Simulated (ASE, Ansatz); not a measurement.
# Molecular dynamics of CdTe(111) slab, H on both faces (54 atoms)

How do the atoms of CdTe(111) slab, H on both faces (54 atoms) move, and what local order do they keep?

Program: Ansatz 0.2.0. Level of theory: Kohn-Sham DFT, PBE, PAW (set soft_2, large core), plane waves. Results are calculated unless marked as measured.

## 1. The starting structure

The cell holds 54 atoms: 18 Cd, 18 Te and 18 H. Cell: a = 13.748 Å, b = 13.748 Å, c = 20.037 Å, α = 90.0°, β = 90.0°, γ = 120.0°. It derives from CdTe (zinc-blende). Zinc-blende CdTe (a = 6.481 Å), (111) slab of 4 atomic planes, 3 x 3 surface cells, H on the broken bonds of both faces, 12 Å of vacuum; displaced by a Gaussian of 0.02 Å. Regions: slab, 36 atoms (18 Cd and 18 Te); hydrogen, 18 atoms (18 H). Vacuum lies along c.

Before any run, some limits are plain. Caps of real hydrogen don't mimic the fractional bonds of a polar compound, so surface states and strained caps may belong to the model. Sampling is at Γ alone, for a cell whose shortest periodic width is 12 Å. Spin–orbit coupling is left out, which matters for the levels of the heavy elements.

## 2. Dynamics at 300 K

A Nosé–Hoover thermostat steers the temperature while disturbing the dynamics little. The time step is 0.5 fs, short enough for the stretching of bonds to hydrogen.

File input.yaml:

```yaml
crystal:
  lattice:
    - [13.74828, 0.0, 0.0]
    - [-6.87414, 11.90636, 0.0]
    - [0.0, 0.0, 20.03726]
  atoms:
    - { symbol: Cd, position: [0.45, 0.88977, 0.4304] }
    - { symbol: Te, position: [0.99908, 0.66606, 0.3829] }
    - { symbol: Cd, position: [0.21809, 0.77678, 0.6158] }
    - { symbol: Te, position: [0.44286, 0.88798, 0.56992] }
    [... 44 atom lines left out ...]
    - { symbol: H, position: [0.33417, 0.00161, 0.30089] }
    - { symbol: H, position: [0.55707, 0.113, 0.70102] }
    - { symbol: H, position: [0.66321, 0.33158, 0.29737] }
    - { symbol: H, position: [0.88778, 0.44587, 0.70008] }
    - { symbol: H, position: [0.6668, 0.99932, 0.29896] }
    - { symbol: H, position: [0.89033, 0.11115, 0.70017] }
kpoints:
  mp_grid: { grid: [1, 1, 1] }
hamiltonian:
  xc: pbe
  pseudopotentials: { kind: paw, core: large }
scf:
  occupations: { method: gaussian, width: 0.025 }
output:
  forces: true
md:
  timestep: 0.5
  n_steps: 104
  ensemble: nvt_nose_hoover
  temperature: 300
  initial_velocities: maxwell_boltzmann
  seed: 3968
```

Launch:

```console
$ ansatz run input.yaml --threads 8 --pin off --max-ram 15872MiB --backend cpu --events-out ev --progress --plain --runs-dir out
```

Wall time 12 min (8 threads of Arm Neoverse V1, shared host); peak memory 3.4 GiB; 1.5 h of CPU time.

The program notes that potentials were chosen by core size and it switched symmetry off.

The trajectory, sampled:

| time (fs) | T (K) | potential (meV/atom) | conserved (meV/atom) |
| --- | --- | --- | --- |
| 0.0 | 300 | 0.0 | 0.00 |
| 3.5 | 283 | 2.2 | 0.01 |
| 7.0 | 286 | 1.8 | 0.00 |
| 10.5 | 253 | 6.0 | 0.02 |
| 14.0 | 267 | 4.3 | 0.00 |
| 17.5 | 249 | 6.5 | 0.01 |
| 21.0 | 247 | 6.8 | 0.01 |
| 24.5 | 261 | 5.1 | 0.00 |
| 27.5 | 241 | 7.8 | 0.03 |
| 31.0 | 280 | 2.9 | 0.01 |
| 34.5 | 294 | 1.2 | 0.00 |
| 38.0 | 299 | 0.6 | 0.02 |
| 41.5 | 339 | -4.4 | 0.00 |
| 45.0 | 318 | -1.5 | 0.02 |
| 48.5 | 345 | -4.9 | 0.00 |
| 52.0 | 339 | -4.0 | 0.01 |

Mean square displacement from the first frame to the last: Cd 0.019 Å², Te 0.014 Å², H 0.048 Å².

The mean square displacement by time lag:

| time lag (fs) | Cd (Å²) | H (Å²) | Te (Å²) |
| --- | --- | --- | --- |
| 0.5 | 2.4e-6 | 1.1e-4 | 2.7e-6 |
| 1.5 | 2.1e-5 | 9.6e-4 | 2.4e-5 |
| 2.5 | 5.9e-5 | 0.00260 | 6.6e-5 |
| 3.5 | 1.1e-4 | 0.00491 | 1.3e-4 |
| 4.5 | 1.9e-4 | 0.00774 | 2.0e-4 |
| 5.5 | 2.8e-4 | 0.0110 | 3.0e-4 |
| 6.5 | 3.9e-4 | 0.0144 | 4.0e-4 |
| 7.5 | 5.1e-4 | 0.0179 | 5.2e-4 |
| 9.0 | 7.3e-4 | 0.0231 | 7.2e-4 |
| 10.0 | 8.9e-4 | 0.0263 | 8.6e-4 |
| 11.0 | 0.00107 | 0.0294 | 0.00101 |
| 12.0 | 0.00127 | 0.0323 | 0.00117 |
| 13.0 | 0.00148 | 0.0351 | 0.00135 |
| 14.0 | 0.00170 | 0.0379 | 0.00153 |
| 15.0 | 0.00194 | 0.0406 | 0.00173 |
| 16.0 | 0.00219 | 0.0434 | 0.00195 |
| 17.5 | 0.00260 | 0.0479 | 0.00229 |
| 18.5 | 0.00288 | 0.0511 | 0.00254 |
| 19.5 | 0.00318 | 0.0544 | 0.00279 |
| 20.5 | 0.00350 | 0.0578 | 0.00305 |
| 21.5 | 0.00382 | 0.0611 | 0.00332 |
| 22.5 | 0.00416 | 0.0642 | 0.00359 |
| 23.5 | 0.00451 | 0.0670 | 0.00387 |
| 24.5 | 0.00488 | 0.0693 | 0.00414 |
| 26.0 | 0.00545 | 0.0718 | 0.00456 |

The drift taken off is the plain mean over atoms, not the centre of mass, so with hydrogen in the cell the heavy atoms' values at short lags are too large.

Over the second half of 52 fs the temperature averages 306 K, rising from about 258 to 341 K (means over the first and last quarter of that half). The conserved energy stays within 0.03 meV/atom. From first frame to last H has the largest mean square displacement, 0.048 Å² at the end; the farthest move is 0.33 Å. The run spans 0.05 ps, too short for its means to be equilibrium values.

## 3. Structure statistics late in the run

The g(r) is a mean over the second half; what follows it is taken at the last frame.

Mean of 15 frames; normalised to the volume that the atoms fill. Pair distribution functions g(r), in bins of 0.2 Å:

| r (Å) | total | Cd-Cd | Cd-H | Cd-Te | H-H | H-Te | Te-Te |
| --- | --- | --- | --- | --- | --- | --- | --- |
| 1.50 | 0.05 | 0.00 | 0.00 | 0.00 | 0.00 | 0.22 | 0.00 |
| 1.70 | 2.76 | 0.00 | 6.20 | 0.00 | 0.00 | 6.21 | 0.00 |
| 1.90 | 0.04 | 0.00 | 0.04 | 0.00 | 0.00 | 0.12 | 0.00 |
| 2.10 | 0.00 | 0.00 | 0.00 | 0.00 | 0.00 | 0.00 | 0.00 |
| 2.30 | 0.00 | 0.00 | 0.00 | 0.00 | 0.00 | 0.00 | 0.00 |
| 2.50 | 0.05 | 0.00 | 0.00 | 0.23 | 0.00 | 0.00 | 0.00 |
| 2.70 | 1.61 | 0.00 | 0.00 | 7.28 | 0.00 | 0.00 | 0.00 |
| 2.90 | 1.90 | 0.00 | 0.00 | 8.55 | 0.00 | 0.00 | 0.00 |
| 3.10 | 0.10 | 0.00 | 0.00 | 0.44 | 0.00 | 0.00 | 0.00 |
| 3.30 | 0.01 | 0.00 | 0.00 | 0.00 | 0.00 | 0.06 | 0.00 |
| 3.50 | 0.24 | 0.00 | 0.41 | 0.00 | 0.11 | 0.62 | 0.00 |
| 3.70 | 0.78 | 0.00 | 2.15 | 0.00 | 0.04 | 1.35 | 0.00 |
| 3.90 | 0.57 | 0.00 | 1.21 | 0.00 | 0.05 | 1.35 | 0.00 |
| 4.10 | 0.17 | 0.00 | 0.11 | 0.00 | 0.43 | 0.44 | 0.00 |
| 4.30 | 0.41 | 0.38 | 0.27 | 0.00 | 2.16 | 0.06 | 0.54 |
| 4.50 | 2.78 | 10.27 | 0.42 | 0.00 | 3.24 | 0.21 | 10.18 |
| 4.70 | 2.04 | 5.32 | 1.19 | 0.00 | 2.93 | 1.26 | 5.25 |
| 4.90 | 0.98 | 0.05 | 1.48 | 0.00 | 1.21 | 2.27 | 0.08 |
| 5.10 | 0.55 | 0.00 | 1.00 | 0.47 | 0.31 | 0.84 | 0.00 |
| 5.30 | 1.57 | 0.00 | 0.28 | 6.55 | 0.16 | 0.17 | 0.00 |
| 5.50 | 0.65 | 0.00 | 0.13 | 2.70 | 0.04 | 0.09 | 0.00 |
| 5.70 | 0.18 | 0.00 | 0.43 | 0.01 | 0.00 | 0.35 | 0.00 |
| 5.90 | 0.58 | 0.00 | 1.40 | 0.00 | 0.00 | 1.21 | 0.00 |
| 6.10 | 0.51 | 0.00 | 1.11 | 0.00 | 0.00 | 1.19 | 0.00 |
| 6.30 | 0.24 | 0.55 | 0.19 | 0.00 | 0.00 | 0.24 | 0.76 |
| 6.50 | 0.44 | 2.07 | 0.00 | 0.00 | 0.00 | 0.04 | 1.80 |
| 6.70 | 0.08 | 0.06 | 0.13 | 0.00 | 0.00 | 0.16 | 0.11 |
| 6.90 | 0.54 | 0.00 | 0.82 | 0.89 | 0.00 | 0.70 | 0.00 |

Bonds by pair of elements; cutoffs follow the first minimum of g(r), held within bounds set by covalent radii, and pairs that aren't listed don't count as bonded:

| pair A-B | cutoff (Å) | bonds | mean length (Å) | spread (Å) | shortest (Å) | B about A | A about B |
| --- | --- | --- | --- | --- | --- | --- | --- |
| Cd-H | 2.17 | 9 | 1.73 | 0.022 | 1.71 | 0.5 | 0.5 |
| Cd-Te | 3.43 | 63 | 2.82 | 0.119 | 2.53 | 3.5 | 3.5 |
| H-Te | 2.16 | 9 | 1.66 | 0.037 | 1.60 | 0.5 | 0.5 |

How many atoms have how many bonded neighbours:

| element | mean | 1 | 4 |
| --- | --- | --- | --- |
| Cd | 4 | 0 | 18 |
| H | 1 | 18 | 0 |
| Te | 4 | 0 | 18 |

Bond angles (no mean is given where the spread exceeds 20°):

| angle | count | mean (°) | spread (°) |
| --- | --- | --- | --- |
| Cd-Te-Cd | 81 | 109 | 3.9 |
| Te-Cd-Te | 81 | 108 | 3.7 |
| Cd-Te-H | 27 | 112 | 4 |
| H-Cd-Te | 27 | 112 | 6.3 |

First main peaks of g(r), for some of the pairs, lie near 4.57 Å (Cd-Cd), 1.73 Å (Cd-H), 2.82 Å (Cd-Te), 4.53 Å (H-H), 1.69 Å (H-Te) and 4.57 Å (Te-Te). Counting bonds as in the table, all Cd atoms have 4, all H atoms have 1 and all Te atoms have 4 bonded neighbours. The Cd-Te-Cd angle averages 109° with a spread of 4°.

## 4. Single point at the last frame

The last frame is solved again with fuller output, to read the electronic structure of a thermally displaced geometry.

File input.yaml:

```yaml
crystal:
  lattice:
    - [13.74828, 0.0, 0.0]
    - [-6.87414, 11.90636, 0.0]
    - [0.0, 0.0, 20.03726]
  atoms:
    - { symbol: Cd, position: [0.45478, 0.89228, 0.43614] }
    - { symbol: Te, position: [0.99494, 0.6602, 0.37875] }
    - { symbol: Cd, position: [0.2199, 0.79022, 0.61548] }
    - { symbol: Te, position: [0.45269, 0.89651, 0.56249] }
    [... 44 atom lines left out ...]
    - { symbol: H, position: [0.31971, 0.97878, 0.29843] }
    - { symbol: H, position: [0.55459, 0.10606, 0.71098] }
    - { symbol: H, position: [0.67452, 0.3377, 0.29548] }
    - { symbol: H, position: [0.89963, 0.46639, 0.70278] }
    - { symbol: H, position: [0.65334, 0.00415, 0.30242] }
    - { symbol: H, position: [0.88877, 0.12823, 0.70292] }
kpoints:
  mp_grid: { grid: [1, 1, 1] }
hamiltonian:
  xc: pbe
  pseudopotentials: { kind: paw, core: large }
scf:
  occupations: { method: gaussian, width: 0.025 }
output:
  forces: true
  populations: true
  dos:
    method: { smearing: { sigma: 0.1 } }
    de: 0.1
    projected:
      site_lists:
        Cd: [Cd]
        H: [H]
        Te: [Te]
        slab: [0, 1, 2, 3, 4, 5, 6, 7, 8, 9, 10, 11, 12, 13, 14, 15, 16, 17, 18, 19, 20, 21, 22, 23, 24, 25, 26, 27, 28, 29, 30, 31, 32, 33, 34, 35]
        hydrogen: [36, 37, 38, 39, 40, 41, 42, 43, 44, 45, 46, 47, 48, 49, 50, 51, 52, 53]
  eigenvalues: true
  write_density: true
  write_potential: true
  volumetric_format: npy
```

Elapsed: 23 s, on 8 threads; peak memory 3.3 GiB; 2.8 min of CPU time.

The program notes that the exchange-correlation potential is rough where the density is thin.

The run gave:

| Property | Result |
| --- | --- |
| free energy | -237872.0427 eV |
| free energy per atom | -4405.0378 eV/atom |
| SCF cycles | 10 |
| r.m.s. force component | 0.4055 eV/Å |
| longest force | 1.506 eV/Å |
| Fermi energy | -0.1902 eV |
| gap (highest filled to lowest empty level) | 1.042 eV |
| spilling of the projection | 0.009021 |

Length of the force by element:

| element | coordination | atoms | mean length of the force (eV/Å) | spread | least | most |
| --- | --- | --- | --- | --- | --- | --- |
| Cd | all | 18 | 0.688 | 0.306 | 0.0995 | 1.27 |
| H | all | 18 | 0.396 | 0.381 | 0.0596 | 1.51 |
| Te | all | 18 | 0.706 | 0.336 | 0.134 | 1.39 |

Löwdin charges by element (they lack the spilled electrons, 0.081 e an atom on average):

| element | coordination | atoms | mean charge (e) | spread | least | most |
| --- | --- | --- | --- | --- | --- | --- |
| Cd | all | 18 | 1.12 | 0.0142 | 1.10 | 1.15 |
| H | all | 18 | -0.189 | 0.212 | -0.416 | 0.0281 |
| Te | all | 18 | -0.692 | 0.243 | -0.962 | -0.420 |

By region:

| region | atoms | mean length of the force (eV/Å) |
| --- | --- | --- |
| slab | 36 | 0.697 |
| hydrogen | 18 | 0.396 |

Density of states as counts of states in windows of 1 eV (from the Fermi level), total and the larger projections:

| from (eV) | to (eV) | total | slab | Cd d | Te p | H s | hydrogen | Cd s |
| --- | --- | --- | --- | --- | --- | --- | --- | --- |
| -14 | -13 | 2.7 | 2.4 | 0.1 | 0.0 | 0.3 | 0.3 | 0.2 |
| -13 | -12 | 15.3 | 13.3 | 0.7 | 0.1 | 1.9 | 1.9 | 0.6 |
| -12 | -11 | 15.4 | 15.4 | 2.8 | 0.1 | 0.0 | 0.0 | 1.2 |
| -11 | -10 | 2.6 | 2.6 | 0.5 | 0.0 | 0.0 | 0.0 | 0.1 |
| -10 | -9 | 89.9 | 89.3 | 85.0 | 1.9 | 0.5 | 0.5 | 0.3 |
| -9 | -8 | 20.0 | 19.3 | 19.0 | 0.3 | 0.6 | 0.6 | 0.0 |
| -8 | -7 | 70.1 | 69.9 | 67.5 | 1.1 | 0.2 | 0.2 | 0.4 |
| -7 | -6 | 13.7 | 9.9 | 0.5 | 6.7 | 3.6 | 3.6 | 2.0 |
| -6 | -5 | 8.6 | 7.1 | 0.2 | 4.9 | 1.3 | 1.3 | 1.5 |
| -5 | -4 | 15.8 | 14.8 | 0.4 | 10.3 | 0.7 | 0.7 | 3.3 |
| -4 | -3 | 18.1 | 15.9 | 0.6 | 10.0 | 1.7 | 1.7 | 4.7 |
| -3 | -2 | 34.8 | 32.9 | 1.0 | 31.1 | 0.7 | 0.7 | 0.4 |
| -2 | -1 | 25.0 | 16.7 | 0.9 | 14.1 | 7.2 | 7.2 | 1.2 |
| -1 | 0 | 10.0 | 6.9 | 0.4 | 6.1 | 2.6 | 2.6 | 0.3 |
| 0 | 1 | 2.0 | 1.5 | 0.0 | 0.5 | 0.1 | 0.1 | 0.8 |
| 1 | 2 | 27.0 | 13.5 | 0.1 | 7.4 | 6.2 | 6.2 | 4.8 |
| 2 | 3 | 23.7 | 8.7 | 0.1 | 3.8 | 2.4 | 2.4 | 4.3 |
| 3 | 4 | 19.5 | 5.1 | 0.0 | 2.5 | 1.3 | 1.3 | 2.4 |

The stored curve holds about 342 of the 486 electrons; the rest, give or take the few that broadening carries across the Fermi level, lie in deeper levels below its range.

The levels nearest the highest filled one (over half full), pooled over k-points and spins:

| level less the highest filled one (eV) | occupation |
| --- | --- |
| -0.481 | 2 |
| -0.456 | 2 |
| -0.418 | 2 |
| -0.376 | 2 |
| -0.0563 | 2 |
| 0 | 2 |
| 1.04 | 0 |
| 1.80 | 0 |
| 1.83 | 0 |
| 1.89 | 0 |
| 1.95 | 0 |
| 1.97 | 0 |

Planar average of the electrostatic potential energy along the normal, with the Fermi level as zero, after a running mean with a triangular window 4 Å wide at its base:

| height (Å) | potential energy (eV) |
| --- | --- |
| 0.0 | 4.60 |
| 0.6 | 4.43 |
| 1.2 | 4.26 |
| 1.6 | 4.14 |
| 2.2 | 3.97 |
| 2.8 | 3.79 |
| 3.4 | 3.62 |
| 4.0 | 3.39 |
| 4.6 | 3.05 |
| 5.0 | 2.67 |
| 5.6 | 1.75 |
| 6.2 | 0.31 |
| 6.8 | -1.61 |
| 7.4 | -3.41 |
| 8.0 | -4.23 |
| 8.5 | -3.94 |
| 9.1 | -2.64 |
| 9.6 | -1.30 |
| 10.2 | -0.96 |
| 10.8 | -1.74 |
| 11.4 | -2.61 |
| 11.9 | -2.70 |
| 12.5 | -1.61 |
| 13.1 | 0.45 |
| 13.7 | 2.63 |
| 14.2 | 4.24 |
| 14.8 | 5.18 |
| 15.3 | 5.50 |
| 15.9 | 5.63 |
| 16.5 | 5.59 |
| 17.1 | 5.45 |
| 17.7 | 5.28 |
| 18.3 | 5.11 |
| 18.7 | 4.99 |
| 19.3 | 4.82 |
| 19.9 | 4.65 |

Mean Löwdin charges: Cd +1.12, H -0.19, Te -0.69 e (they miss 0.90 % of the electrons, so they add up to more than the cell's charge). The potential slopes across the vacuum by 0.29 eV/Å: the slab bears a dipole, and with periodic images along the normal there is no flat vacuum level to read.

## 5. Results

* mean temperature, second half: 305.8 K
* temperature swing, second half: 34.27 K
* slope of the conserved energy against time, by least squares: -0.0981 meV/atom/ps
* free energy per atom: -4405.0378 eV/atom
* r.m.s. force component: 0.4055 eV/Å
* gap (highest filled to lowest empty level): 1.042 eV
* wall time of the 2 DFT runs: 12 min

Over the second half of 52 fs the temperature averages 306 K, rising from about 258 to 341 K (means over the first and last quarter of that half). The conserved energy stays within 0.03 meV/atom. The run spans 0.05 ps, too short for its means to be equilibrium values. Counting bonds as in the table, all Cd atoms have 4, all H atoms have 1 and all Te atoms have 4 bonded neighbours. The highest filled and lowest empty levels differ by 1.04 eV at Γ alone; the mesh holds the band edges only if they fold onto it, so the gap at this level can be narrower or closed, and states at the surface or the caps may set it.

Caveats: The slab bears a dipole and has periodic images along its normal, so a spurious field crosses the vacuum.

[Logs are printed without paths, hosts, clocks, repeated set-up lines and the standing remarks that a program may print on its own settings, such as how far it seeks lower states.]

[Hosts, paths, dates, database ids (printed as entryN), source tags and the programs' standing remarks are cut or masked in the printed files.]
